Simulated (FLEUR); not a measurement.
# CrO2: which magnetic order is lowest, part 2 of 3

A self-consistent run ends on one state, which hangs on the start. Several orders of CrO2 are started in FLEUR and their energies compared.

FLEUR MaX-R8.1; LDA (VWN) with U = 3.5 eV on Cr d; all-electron FLAPW, Dirac cores, scalar-relativistic bands.

So far, largest spin moment in the muffin-tin sphere (μB): step 2 (run 1 (ferro ++)) 2.23.

### 3. Start 2: antiferro +-

An opposed order shows whether neighbours prefer unlike signs.

Contents of inp.xml:

```
<?xml version="1.0" encoding="UTF-8" standalone="no"?>
<fleurInput fleurInputVersion="0.39">
   <comment>
      CrO2
   </comment>
   <calculationSetup>
      <cutoffs Kmax="4.4" Gmax="13.2" GmaxXC="13.2" numbands="0"/>
      <scfLoop itmax="130" minDistance="0.0001" maxIterBroyd="15" imix="Anderson" alpha="0.05" precondParam="0.0" spinf="2.0" sdNocoIR="T"/>
      <coreElectrons ctail="T" frcor="F" kcrel="0" coretail_lmax="0"/>
      <xcFunctional name="vwn" relativisticCorrections="F"/>
      <magnetism jspins="2"/>
      <soc l_soc="F" theta="0.0" phi="0.0" spav="F"/>
      <expertModes spex="0" secvar="F"/>
      <geometryOptimization l_f="F" forcealpha="1.0" forcemix="BFGS" epsdisp="0.00001" epsforce="0.00001"/>
      <ldaU l_linMix="F" mixParam="0.05" spinf="1.0"/>
   </calculationSetup>
   <cell>
      <bzIntegration valenceElectrons="52.0" mode="hist" fermiSmearingEnergy="0.00183747">
         <kPointListSelection listName="default-1"/>
         <xi:include xmlns:xi="http://www.w3.org/2001/XInclude" href="kpts.xml"> </xi:include>
      </bzIntegration>
      <xi:include xmlns:xi="http://www.w3.org/2001/XInclude" href="sym.xml"> </xi:include>
      <bulkLattice scale="1.0">
         <bravaisMatrix>
            <row-1>    8.3544791968565999     0.0000000000000000     0.0000000000000000</row-1>
            <row-2>    0.0000000000000000     8.3544791968565999     0.0000000000000000</row-2>
            <row-3>    0.0000000000000000     0.0000000000000000     5.5123311054581992</row-3>
         </bravaisMatrix>
      </bulkLattice>
   </cell>
   <atomSpecies>
      <species name="Chromium (3.000" element="Cr" atomicNumber="24">
         <mtSphere radius="2.22" gridPoints="735" logIncrement="0.016"/>
         <atomicCutoffs lmax="8" lnonsphr="6"/>
         <electronConfig flipSpins="F">
            <coreConfig>(1s1/2) (2s1/2) (2p1/2) (2p3/2)</coreConfig>
            <valenceConfig>(3s1/2) (3p1/2) (3p3/2) (4s1/2) (3d3/2) (3d5/2)</valenceConfig>
            <stateOccupation state="(4s1/2)" spinUp="0.5" spinDown="0.5"/>
            <stateOccupation state="(3d3/2)" spinUp="1.0" spinDown="1.0"/>
            <stateOccupation state="(3d5/2)" spinUp="3.0" spinDown="0.0"/>
         </electronConfig>
         <energyParameters s="4" p="4" d="3" f="4"/>
         <ldaU l="2" U="3.5" J="0.0" l_amf="F"/>
         <lo type="SCLO" l="0" n="3" eDeriv="0"/>
         <lo type="SCLO" l="1" n="3" eDeriv="0"/>
      </species>
      <species name="Chromium (-3.000" element="Cr" atomicNumber="24">
         <mtSphere radius="2.22" gridPoints="735" logIncrement="0.016"/>
         <atomicCutoffs lmax="8" lnonsphr="6"/>
         <electronConfig flipSpins="F">
            <coreConfig>(1s1/2) (2s1/2) (2p1/2) (2p3/2)</coreConfig>
            <valenceConfig>(3s1/2) (3p1/2) (3p3/2) (4s1/2) (3d3/2) (3d5/2)</valenceConfig>
            <stateOccupation state="(4s1/2)" spinUp="0.5" spinDown="0.5"/>
            <stateOccupation state="(3d3/2)" spinUp="1.0" spinDown="1.0"/>
            <stateOccupation state="(3d5/2)" spinUp="0.0" spinDown="3.0"/>
         </electronConfig>
         <energyParameters s="4" p="4" d="3" f="4"/>
         <ldaU l="2" U="3.5" J="0.0" l_amf="F"/>
         <lo type="SCLO" l="0" n="3" eDeriv="0"/>
         <lo type="SCLO" l="1" n="3" eDeriv="0"/>
      </species>
      <species name="Oxygen (O)" element="O" atomicNumber="8">
         <mtSphere radius="1.25" gridPoints="415" logIncrement="0.025"/>
         <atomicCutoffs lmax="6" lnonsphr="4"/>
         <electronConfig flipSpins="F">
            <coreConfig>(1s1/2)</coreConfig>
            <valenceConfig>(2s1/2) (2p1/2) (2p3/2)</valenceConfig>
            <stateOccupation state="(2p1/2)" spinUp="0.666667" spinDown="0.666667"/>
            <stateOccupation state="(2p3/2)" spinUp="1.333333" spinDown="1.333333"/>
         </electronConfig>
         <energyParameters s="2" p="2" d="3" f="4"/>
      </species>
   </atomSpecies>
   <atomGroups>
      <atomGroup species="Chromium (3.000">
         <relPos label="                   1">.0000000000 .0000000000 .0000000000</relPos>
         <force calculate="T" relaxXYZ="TTT"/>
      </atomGroup>
      <atomGroup species="Chromium (-3.000">
         <relPos label="                   2">1.000/2.000 1.000/2.000 1.000/2.000</relPos>
         <force calculate="T" relaxXYZ="TTT"/>
      </atomGroup>
      <atomGroup species="Oxygen (O)">
         <relPos label="                   3">.3010000000 .3010000000 .0000000000</relPos>
         <relPos label="                   5">-.3010000000 -.3010000000 .0000000000</relPos>
         <force calculate="T" relaxXYZ="TTT"/>
      </atomGroup>
      <atomGroup species="Oxygen (O)">
         <relPos label="                   4">.1990000000 -.1990000000 1.000/2.000</relPos>
         <relPos label="                   6">-.1990000000 .1990000000 1.000/2.000</relPos>
         <force calculate="T" relaxXYZ="TTT"/>
      </atomGroup>
   </atomGroups>
   <output dos="F" band="F" slice="F">
      <bandDOS minEnergy="-.5*Htr" maxEnergy="0.5*Htr" sigma="0.015" storeEVData="T"/>
      <plotting iplot="0" polar="F">
         <plot TwoD="T" vec1="  1.0  0.0  0.0" vec2="  0.0  1.0  0.0" vec3="  0.0  0.0  1.0" zero="  0.0  0.0  0.0" file="plot"/>
      </plotting>
      <moessbauerParams electricFieldGradient="F" isomerShift="F" coreHyperfine="F" valenceHyperfine="F"/>
   </output>
</fleurInput>
```

Contents of crystal.txt:

```
CrO2
&input film=F cartesian=F /
4.42100000000  0.00000000000  0.00000000000
0.00000000000  4.42100000000  0.00000000000
0.00000000000  0.00000000000  2.91700000000
1.8897261246
1.0 1.0 1.0

6
24 0.00000000000  0.00000000000  0.00000000000 : 3.000
24 0.50000000000  0.50000000000  0.50000000000 : -3.000
8 0.30100000000  0.30100000000  0.00000000000
8 0.19900000000  0.80100000000  0.50000000000
8 0.69900000000  0.69900000000  0.00000000000
8 0.80100000000  0.19900000000  0.50000000000

&kpt div1=8 div2=8 div3=8 gamma=T /
```

Launch:

```console
OMP_NUM_THREADS=1 inpgen -f crystal.txt > inpgen.log  # inp.xml is then edited as shown
OMP_NUM_THREADS=1 mpirun -n 4 fleur_MPI > fleur.log
```

What it wrote:

```text
[banner, memory and clock lines left out]
Welcome to FLEUR        (www.flapw.de)
      MaX-Release 8.1          (www.max-centre.eu)

 ========== k-point set info ==========
 Selected k-point list: default-1
 k-point list type: mesh
 0 x 0 x 0
 Number of k points: 108

 ------------Calculation Setup---------------------------
 Number of PE/node        :            4
 Number of OMP-threads    :            1
 k-points in parallel     :            4
 pe's per k-point         :            1
 No of k-point loops      :           27
 Eigenvalue solver        :       lapack
 Number of basis functions:          608
 Approximate size of matrices (H+S) per k-point:         0.006 GB
 no density matrix found ... skipping LDA+U
 Reset of history
 Iteration:     1   Distance:      51.75915917 me/bohr^3
 Iteration:     2   Distance:      46.19403600 me/bohr^3
 Iteration:     3   Distance:      39.28928724 me/bohr^3
 Iteration:     4   Distance:      30.84053158 me/bohr^3
 Iteration:     5   Distance:      34.39872498 me/bohr^3
 Iteration:     6   Distance:      31.03125983 me/bohr^3
 Iteration:     7   Distance:      19.76649424 me/bohr^3
 Iteration:     8   Distance:      30.64328578 me/bohr^3
 Iteration:     9   Distance:      37.35232078 me/bohr^3
 Iteration:    10   Distance:      36.87089377 me/bohr^3
[... 17 iterations left out ...]
 Iteration:    28   Distance:       0.02565998 me/bohr^3
 Iteration:    29   Distance:       0.02373262 me/bohr^3
 Iteration:    30   Distance:       0.00263816 me/bohr^3
 Iteration:    31   Distance:       0.00249241 me/bohr^3
 Iteration:    32   Distance:       0.00162478 me/bohr^3
 Iteration:    33   Distance:       0.00089440 me/bohr^3
 Iteration:    34   Distance:       0.00030254 me/bohr^3
 Iteration:    35   Distance:       0.00018587 me/bohr^3
 Iteration:    36   Distance:       0.00018354 me/bohr^3
 Iteration:    37   Distance:       0.00006876 me/bohr^3

 ********************************************************************
 Run finished successfully
 Stop message:
   all done
 ********************************************************************

--- out.xml (last complete iteration) ---
<iteration numberForCurrentRun="   37" overallNumber="   37">
         [... left out ...]
         <bandgap value="0.0288242717" units="eV"/>
         <sumValenceSingleParticleEnergies value="-25.4336184060" units="Htr"/>
         <FermiEnergy value="0.2559036893" units="Htr"/>
         <valenceDensity>
            <mtCharges spin="1">
               <mtCharge atomType="1" total="7.2115386" s="1.1382454" p="3.1913728" d="2.7988064" f="0.0615160"/>
               <mtCharge atomType="2" total="5.2592753" s="1.1291583" p="3.1822298" d="0.8656951" f="0.0600395"/>
               <mtCharge atomType="3" total="1.9367833" s="0.6080289" p="1.3267617" d="0.0017050" f="0.0002449"/>
               <mtCharge atomType="4" total="1.9474245" s="0.6078737" p="1.3370153" d="0.0021767" f="0.0003075"/>
            </mtCharges>
            <mtCharges spin="2">
               <mtCharge atomType="1" total="5.2592753" s="1.1291583" p="3.1822298" d="0.8656951" f="0.0600395"/>
               <mtCharge atomType="2" total="7.2115386" s="1.1382454" p="3.1913728" d="2.7988064" f="0.0615160"/>
               <mtCharge atomType="3" total="1.9474245" s="0.6078737" p="1.3370153" d="0.0021767" f="0.0003075"/>
               <mtCharge atomType="4" total="1.9367833" s="0.6080289" p="1.3267618" d="0.0017050" f="0.0002449"/>
            </mtCharges>
            <spinDependentCharge spin="1" total="26.0000000" interstitial="5.7607704" mtSpheres="20.2392296"/>
            <spinDependentCharge spin="2" total="26.0000000" interstitial="5.7607704" mtSpheres="20.2392296"/>
            <totalCharge value="52.0000000000"/>
         </valenceDensity>
         [... left out ...]
         <magneticMomentsInMTSpheres units="muBohr">
            <globalMagMoment atomType="1" vec="0.00000   0.00000   1.95226"/>
            <localMagMoment atomType="1" vec="0.00000   0.00000   1.95226"/>
            <globalMagMoment atomType="2" vec="0.00000   0.00000  -1.95226"/>
            <localMagMoment atomType="2" vec="0.00000   0.00000  -1.95226"/>
            <globalMagMoment atomType="3" vec="0.00000   0.00000  -0.01064"/>
            <localMagMoment atomType="3" vec="0.00000   0.00000  -0.01064"/>
            <globalMagMoment atomType="4" vec="0.00000   0.00000   0.01064"/>
            <localMagMoment atomType="4" vec="0.00000   0.00000   0.01064"/>
         </magneticMomentsInMTSpheres>
         [... left out ...]
         <totalEnergy value="    -2396.8113926608" units="Htr">
            <sumOfEigenvalues value="    -1372.5427215347">
               <coreElectrons value="-1347.1091031287"/>
               <valenceElectrons value="-25.4336184060"/>
            </sumOfEigenvalues>
            <densityCoulombPotentialIntegral value="-3624.2998414982"/>
            <densityEffectivePotentialIntegral value="-3790.3638724123"/>
            <chargeDenXCDenIntegral value="-125.6177127474"/>
            <FockExchangeEnergyValence value="0.0000000000"/>
            <FockExchangeEnergyCore value="0.0000000000"/>
         [... left out ...]
            <dftUCorrection value="-0.2798401071"/>
            <tkbTimesEntropy value="0.0002681814"/>
            <freeEnergy value="-2396.8116608422"/>
            <extrapolationTo0K value="-2396.8115267515"/>
         </totalEnergy>
         [... left out ...]
         <ldaUDensityMatrixConvergence>
            <distance spin="1" distance="0.000002"/>
            <distance spin="2" distance="0.000002"/>
         </ldaUDensityMatrixConvergence>
         <densityConvergence units="me/bohr^3">
            <chargeDensity spin="1" distance="0.0000375628"/>
            <chargeDensity spin="2" distance="0.0000376039"/>
            <overallChargeDensity distance="0.0000687646"/>
            <spinDensity distance="0.0000303556"/>
         </densityConvergence>
      </iteration>
```

Elapsed: 3.5 min, on 4 MPI ranks of AMD EPYC 7R32 (Zen 2), shared host; peak memory 0.37 GiB; 14 min of CPU time.

Spin moment in the muffin-tin sphere by atom:

```
atom  spin moment in the muffin-tin sphere (μB)
 Cr1                                       1.95
 Cr2                                      -1.95
  O3                                      -0.01
  O4                                       0.01
  O5                                      -0.01
  O6                                       0.01
```

Numbers from this step:

| Item | Value |
| --- | --- |
| free energy | -65220.5679 eV |
| program's band gap on this mesh (in a metal only a level spacing) | 0.02882 eV |
| magnetization | 0 μB |
| final state | antiferromagnetic |

It lies 188 meV a seeded atom over the first start, and its largest moment is 1.95 μB against 2.23 μB.

### 4. Energies of the orders

Free energies are divided by the number of seeded atoms.

Orders:

```
       start                                  final state  typed order kept  energy over the lowest (meV a seeded atom)  largest sphere moment (μB)  net moment (μB a primitive cell)  mesh matched  CPU time (s)
    ferro ++  ferromagnetic, with opposed induced moments               yes                                           0                       2.229                                 4           yes         395.2
antiferro +-                            antiferromagnetic               yes                                       188.1                       1.952                                 0           yes         845.4
```

[end of part 2 of 3]

[Logs and program files are shortened in this print: banners, set-up blocks, solver, clock and traceback lines can be left out without a mark of their own.]

[Logs are printed without paths, hosts, clocks, repeated set-up lines and the standing remarks that a program may print on its own settings, such as how far it seeks lower states.]

[Hosts, paths, dates, database ids (printed as entryN), source tags and the programs' standing remarks are cut or masked in the printed files.]

[Where a cell is said to come from a database of computed structures, the database is the Materials Project.]
